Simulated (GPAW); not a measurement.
# A Ga chain with two Li atoms in line: relaxation, then transmission at several levels, part 2 of 2

Aim: the conductance of a Ga chain with two Li atoms in line after relaxation, and whether geometry, basis or functional moves it most.

GPAW 26.7.0; GPAW LCAO, PAW setups; relaxation of the junction within the symmetry of its start, lead ends held (the session's first sound run).

So far, transmission at the Fermi level (one spin): step 3 (double-zeta polarised basis) 0.915; step 4 (basis szp(dzp)) 0.957. Also open channels of the lead at the Fermi level (one spin): step 3 3.

## 5. GPAW, sz: basis = "sz(dzp)"

The minimal basis is the cheapest rung: no second zeta and no polarisation.

run.py

```python
import json
import numpy as np
from ase import Atoms
from ase.transport.calculators import TransportCalculator
from gpaw import GPAW, FermiDirac
from gpaw.lcao.tools import get_lcao_hamiltonian
from scipy.linalg import eigh

# The junction with lead layers at both ends, along the third cell vector
device = Atoms(
    ['Ga', 'Ga', 'Ga', 'Ga', 'Ga', 'Ga', 'Li', 'Li', 'Ga', 'Ga', 'Ga', 'Ga', 'Ga', 'Ga'],
    positions=[
        [4.50000, 4.50000, 1.27500],
        [4.50000, 4.50000, 3.82500],
        [4.50000, 4.50000, 6.37500],
        [4.50000, 4.50000, 8.92500],
        [4.50000, 4.50000, 11.47500],
        [4.50000, 4.50000, 13.97214],
        [4.50000, 4.50000, 16.66672],
        [4.50000, 4.50000, 19.68388],
        [4.50000, 4.50000, 22.37846],
        [4.50000, 4.50000, 24.87560],
        [4.50000, 4.50000, 27.42560],
        [4.50000, 4.50000, 29.97560],
        [4.50000, 4.50000, 32.52560],
        [4.50000, 4.50000, 35.07560]],
    cell=[[9.0, 0.0, 0.0], [0.0, 9.0, 0.0], [0.0, 0.0, 36.3506]],
    pbc=True)

# One principal layer of the lead: the first 3 atoms of the device
lead = Atoms(
    ['Ga', 'Ga', 'Ga'],
    positions=[
        [4.50000, 4.50000, 1.27500],
        [4.50000, 4.50000, 3.82500],
        [4.50000, 4.50000, 6.37500]],
    cell=[[9.0, 0.0, 0.0], [0.0, 9.0, 0.0], [0.0, 0.0, 7.65]],
    pbc=True)

settings = dict(mode='lcao', basis='sz(dzp)', xc='PBE', h=0.2,
                occupations=FermiDirac(0.1), maxiter=250,
                mixer=dict(beta=0.1, nmaxold=8, weight=100.0),
                convergence=dict(density=0.0001))
energies = np.arange(-2, 2 + 1e-9, 0.025)
eta = 0.0001
n1, n2 = 1, 1
# k and -k transmit alike, so half of the mesh across the current serves
mesh = [(i, j) for i in range(n1) for j in range(n2) if (i, j) <= (-i % n1, -j % n2)]
weights = np.array([1 if (i, j) == (-i % n1, -j % n2) else 2 for i, j in mesh]) / (n1 * n2)

# [... helper functions left out ...]
fermi_lead = ground_state(lead, (1, 1, 15), 'lead.txt')
fermi_device = ground_state(device, (1, 1, 2), 'device.txt')
# [... loop over the mesh left out, but for ...]
        # Shift the lead onto the potential of the device's first layer
        shift = ((H[:, 0, 0] - H0[:, 0, 0]) / S0[0, 0]).real.mean()
# [...]
kT = 8.617333e-5 * 300
bias = [0.1, 0.2, 0.5, 1.0, 1.5, 2.0]
# [... integrals and printing left out ...]
```

On the command line:

```console
OMP_NUM_THREADS=1 OPENBLAS_NUM_THREADS=1 python run.py
```

Run time: 26 s. Hardware: 1 thread of Arm Neoverse V2, shared host; peak memory 1 GiB.

This step gave:

- conductance: 0.9806 G₀
- thermopower: 2.275 μV/K
- largest coupling past the next principal layer: 5.75e-5 eV
- largest misfit of the first principal layer: 0.02159 eV
- shift that aligns the lead: -0.001239 eV
- basis functions of the junction: 50
- basis functions of a principal layer: 12
- transmission at the Fermi level (one spin): 0.9916

One spin. Transmission, zone mean against energy, zero at the Fermi level:

```
energy (eV)  transmission, zone mean
     -2.000                  0.00142
     -1.900                  0.00143
     -1.800                   9.8e-4
     -1.700                   1.0e-9
     -1.600                   1.1e-9
     -1.500                   2.9e-7
     -1.400                   0.0324
     -1.300                   0.0312
     -1.200                   0.0356
     -1.100                   0.0438
     -1.000                   0.0565
     -0.900                   0.0753
     -0.800                    0.103
     -0.700                    0.145
     -0.600                    0.209
     -0.500                    0.305
     -0.400                    0.446
     -0.300                    0.634
     -0.200                    0.835
     -0.100                    0.973
     -0.025                    0.998
      0.000                    0.992
      0.100                    0.915
      0.200                    0.804
      0.300                    0.699
      0.400                    0.612
      0.500                    0.545
      0.600                    0.495
      0.700                    0.458
      0.800                    0.431
      0.900                    0.412
      1.000                    0.400
      1.100                    0.393
      1.200                    0.392
      1.300                    0.395
      1.400                    0.402
      1.500                    0.412
      1.600                    0.427
      1.700                    0.446
      1.800                    0.468
      1.900                    0.495
      2.000                    0.525
```

The conductance, 0.981 G₀, lies 12 % above that of the dzp run.

## 6. revPBE in the dzp basis: xc = "revPBE"

Back in the dzp basis, the functional changes from PBE to revPBE, to set the spread between functionals beside that between bases.

run.py: that of step 5 with these lines changed.

```diff
@@ -39,3 +39,3 @@
 
-settings = dict(mode='lcao', basis='sz(dzp)', xc='PBE', h=0.2,
+settings = dict(mode='lcao', basis='dzp', xc='revPBE', h=0.2,
                 occupations=FermiDirac(0.1), maxiter=250,
```

Wall time 44 s (1 thread); peak memory 1.1 GiB.

Numbers from this step:

```
conductance                                    : 0.8520 G₀
thermopower                                    : 18.71 μV/K
largest coupling past the next principal layer : 6.04e-5 eV
largest misfit of the first principal layer    : 0.02842 eV
shift that aligns the lead                     : 0.009153 eV
basis functions of the junction                : 166
basis functions of a principal layer           : 39
transmission at the Fermi level (one spin)     : 0.8922
```

One spin. Transmission, zone mean against energy, zero at the Fermi level:

```
energy (eV)  transmission, zone mean
     -2.000                   1.8e-4
     -1.800                   3.4e-4
     -1.600                   6.1e-4
     -1.400                  0.00158
     -1.200                  0.00256
     -1.000                  0.00515
     -0.800                   0.0114
     -0.600                   0.0287
     -0.400                   0.0911
     -0.200                    0.430
     -0.050                    0.998
      0.000                    0.892
      0.200                    0.324
      0.400                    0.167
      0.600                    0.116
      0.800                   0.0943
      1.000                   0.0858
      1.200                   0.0843
      1.400                   0.0879
      1.600                   0.0962
      1.800                    0.110
      2.000                    0.129
```

The conductance, 0.852 G₀, lies 2.3 % below that of the dzp run.

## 7. Without the relaxation: geometry = "as built"

The dzp basis with PBE on the structure as first built shows what the relaxation was worth.

run.py: that of step 6 with these lines changed.

```diff
@@ -17,6 +17,6 @@
         [4.50000, 4.50000, 11.47500],
-        [4.50000, 4.50000, 13.97214],
-        [4.50000, 4.50000, 16.66672],
-        [4.50000, 4.50000, 19.68388],
-        [4.50000, 4.50000, 22.37846],
+        [4.50000, 4.50000, 14.02500],
+        [4.50000, 4.50000, 16.70030],
+        [4.50000, 4.50000, 19.65030],
+        [4.50000, 4.50000, 22.32560],
         [4.50000, 4.50000, 24.87560],
@@ -39,3 +39,3 @@
 
-settings = dict(mode='lcao', basis='dzp', xc='revPBE', h=0.2,
+settings = dict(mode='lcao', basis='dzp', xc='PBE', h=0.2,
                 occupations=FermiDirac(0.1), maxiter=250,
```

Elapsed: 42 s, on 1 thread; peak memory 1.1 GiB.

Numbers from this step:

| Property | Result |
| --- | --- |
| conductance | 0.8610 G₀ |
| thermopower | 17.69 μV/K |
| largest coupling past the next principal layer | 6.03e-5 eV |
| largest misfit of the first principal layer | 0.02154 eV |
| shift that aligns the lead | 0.004952 eV |
| transmission at the Fermi level (one spin) | 0.8937 |

The conductance, 0.861 G₀, lies 1.2 % below that of the dzp run.

## 8. The ladder

Times are for 1 thread of Arm Neoverse V2, shared host. The series side by side:

```
no.         run  conductance (G₀)  time  memory (GiB)
  1         dzp            0.8717  47 s           1.1
  2         szp            0.8988  41 s           1.1
  3          sz            0.9806  26 s           1.0
  4  dzp revPBE            0.8520  44 s           1.1
  5     asbuilt            0.8610  42 s           1.1
```

## 9. The levels side by side

The curves are compared point by point over the common energies.

This step: comparison of transmission and cost over codes, levels and geometry (GPAW 26.7.0).

Ladder, by row:

```
      step  code  T at the Fermi level (sum over the listed spins)  conductance (G0)  r.m.s. T(E) from the first  wall time (s)  peak memory (GiB)  threads
       dzp  GPAW                                            0.9152            0.8717                           0          46.52               1.13        1
       szp  GPAW                                            0.9567            0.8988                     0.01632          40.67               1.12        1
        sz  GPAW                                            0.9916            0.9806                      0.2782          26.16               1.02        1
dzp-revPBE  GPAW                                            0.8922             0.852                    0.009754          43.52               1.13        1
   asbuilt  GPAW                                            0.8937             0.861                     0.01543          42.44               1.13        1
```

Table of transmission, zone mean, sum over the listed spins by energy, zero at the Fermi level:

```
energy (eV)      dzp      szp       sz  dzp-revPBE  asbuilt
     -2.000   1.8e-4   1.1e-4  0.00142      1.8e-4   1.8e-4
     -1.800   3.2e-4   1.2e-4   9.8e-4      3.4e-4   3.2e-4
     -1.600   4.7e-4  5.4e-11   1.1e-9      6.1e-4   4.7e-4
     -1.400  0.00295  0.00404   0.0324     0.00158  0.00306
     -1.200  0.00309  0.00401   0.0356     0.00256  0.00327
     -1.000  0.00581  0.00654   0.0565     0.00515  0.00629
     -0.800   0.0125   0.0129    0.103      0.0114   0.0138
     -0.600   0.0309   0.0303    0.209      0.0287   0.0349
     -0.400   0.0964   0.0896    0.446      0.0911    0.111
     -0.200    0.435    0.387    0.835       0.430    0.498
     -0.050    0.998    0.985    0.998       0.998    0.997
     -0.025    0.978    0.996    0.998       0.967    0.962
      0.000    0.915    0.957    0.992       0.892    0.894
      0.200    0.350    0.371    0.804       0.324    0.362
      0.400    0.181    0.186    0.612       0.167    0.195
      0.600    0.125    0.126    0.495       0.116    0.137
      0.800    0.101    0.102    0.431      0.0943    0.112
      1.000   0.0915   0.0925    0.400      0.0858    0.101
      1.200   0.0895   0.0906    0.392      0.0843   0.0983
      1.400   0.0930   0.0944    0.402      0.0879    0.101
      1.600    0.101    0.103    0.427      0.0962    0.108
      1.800    0.115    0.117    0.468       0.110    0.120
      2.000    0.136    0.138    0.525       0.129    0.138
```

## 10. Other settings

One more run, with changed settings.

This step: GPAW LCAO, PAW setups; Landauer transmission from Green's functions with principal layers (ASE), zero bias (GPAW 26.7.0).

run.py: that of step 7 with these lines changed.

```diff
@@ -17,6 +17,6 @@
         [4.50000, 4.50000, 11.47500],
-        [4.50000, 4.50000, 14.02500],
-        [4.50000, 4.50000, 16.70030],
-        [4.50000, 4.50000, 19.65030],
-        [4.50000, 4.50000, 22.32560],
+        [4.50000, 4.50000, 13.97214],
+        [4.50000, 4.50000, 16.66672],
+        [4.50000, 4.50000, 19.68388],
+        [4.50000, 4.50000, 22.37846],
         [4.50000, 4.50000, 24.87560],
@@ -36,3 +36,3 @@
         [4.50000, 4.50000, 6.37500]],
-    cell=[[9.0, 0.0, 0.0], [0.0, 9.0, 0.0], [0.0, 0.0, 7.65]],
+    cell=[[9.0, 0.0, 0.0], [0.0, 9.0, 0.0], [0.0, 0.0, 6.885]],
     pbc=True)
@@ -40,3 +40,3 @@
 settings = dict(mode='lcao', basis='dzp', xc='PBE', h=0.2,
-                occupations=FermiDirac(0.1), maxiter=250,
+                occupations=FermiDirac(0.1), maxiter=75,
                 mixer=dict(beta=0.1, nmaxold=8, weight=100.0),
```

It took 44 s on 1 thread; peak memory 1.1 GiB.

The run finished. A setting was moved off its sound value on purpose, so it serves as a test and not as the result.

The fault put into the input: a lead period that doesn't match its atoms (period = 6.885).

Side by side:

```
                                               quantity   this run  sound run  difference
                                       conductance (G₀)   2.006e-5    0.87169      -0.872
    largest coupling past the next principal layer (eV)  0.0023773   6.030e-5     0.00232
       largest misfit of the first principal layer (eV)     1.1863   0.027568        1.16
                        shift that aligns the lead (eV)    0.61132  0.0070348       0.604
             transmission at the Fermi level (one spin)   4.596e-6    0.91525      -0.915
open channels of the lead at the Fermi level (one spin)          0          3          -3
```

The two runs differ clearly in the transmission at the Fermi level (one spin): 4.6e-6 against 0.915.

## 11. Outcome

```json
{
 "conductance": "0.872 G₀",
 "transmission at the Fermi level, mean of the spins": "0.915",
 "thermopower": "16.1 μV/K",
 "open channels of the lead there": "3"
}
```

What this shows: In the dzp basis the junction conducts 0.872 G₀ at 300 K, with T = 0.915 a spin at the Fermi level; the szp basis reaches that conductance within 10 %. Relaxation moved atoms by up to 0.053 Å and took the conductance from 0.861 to 0.872 G₀, as a ratio a smaller change than the step from dzp to the minimal basis. The scatterer reflects about 69 % of the incoming channels at the Fermi level. At the Fermi level one eigenchannel carries the current (0.91). The positive thermopower says that the thermally weighted transmission is larger below the Fermi level, as for hole-like transport. Measured against the first run (dzp), the nearest curve is that of dzp-revPBE (r.m.s. 0.0098) and the farthest that of sz (0.28). Over the compared runs wall time goes from 26 s (sz) to 47 s (dzp), on a shared host. The leads kept an estimated spacing and the cell its length, so the junction may be under some tension or compression. The geometry comes from the orbital basis, which tends to overbind, and kept the symmetry of the start, so a structure of lower symmetry may lie lower. An evenly spaced straight chain is an idealisation: free chains tend to dimerise, zigzag or, where a band edge lies near the Fermi level, turn magnetic. The currents use the zero-bias T(E) throughout, which holds only while the bias is small against the distance to the nearest feature.

[Logs are printed without paths, hosts, clocks, repeated set-up lines and the standing remarks that a program may print on its own settings, such as how far it seeks lower states.]

[Hosts, paths, dates, database ids (printed as entryN), source tags and the programs' standing remarks are cut or masked in the printed files.]
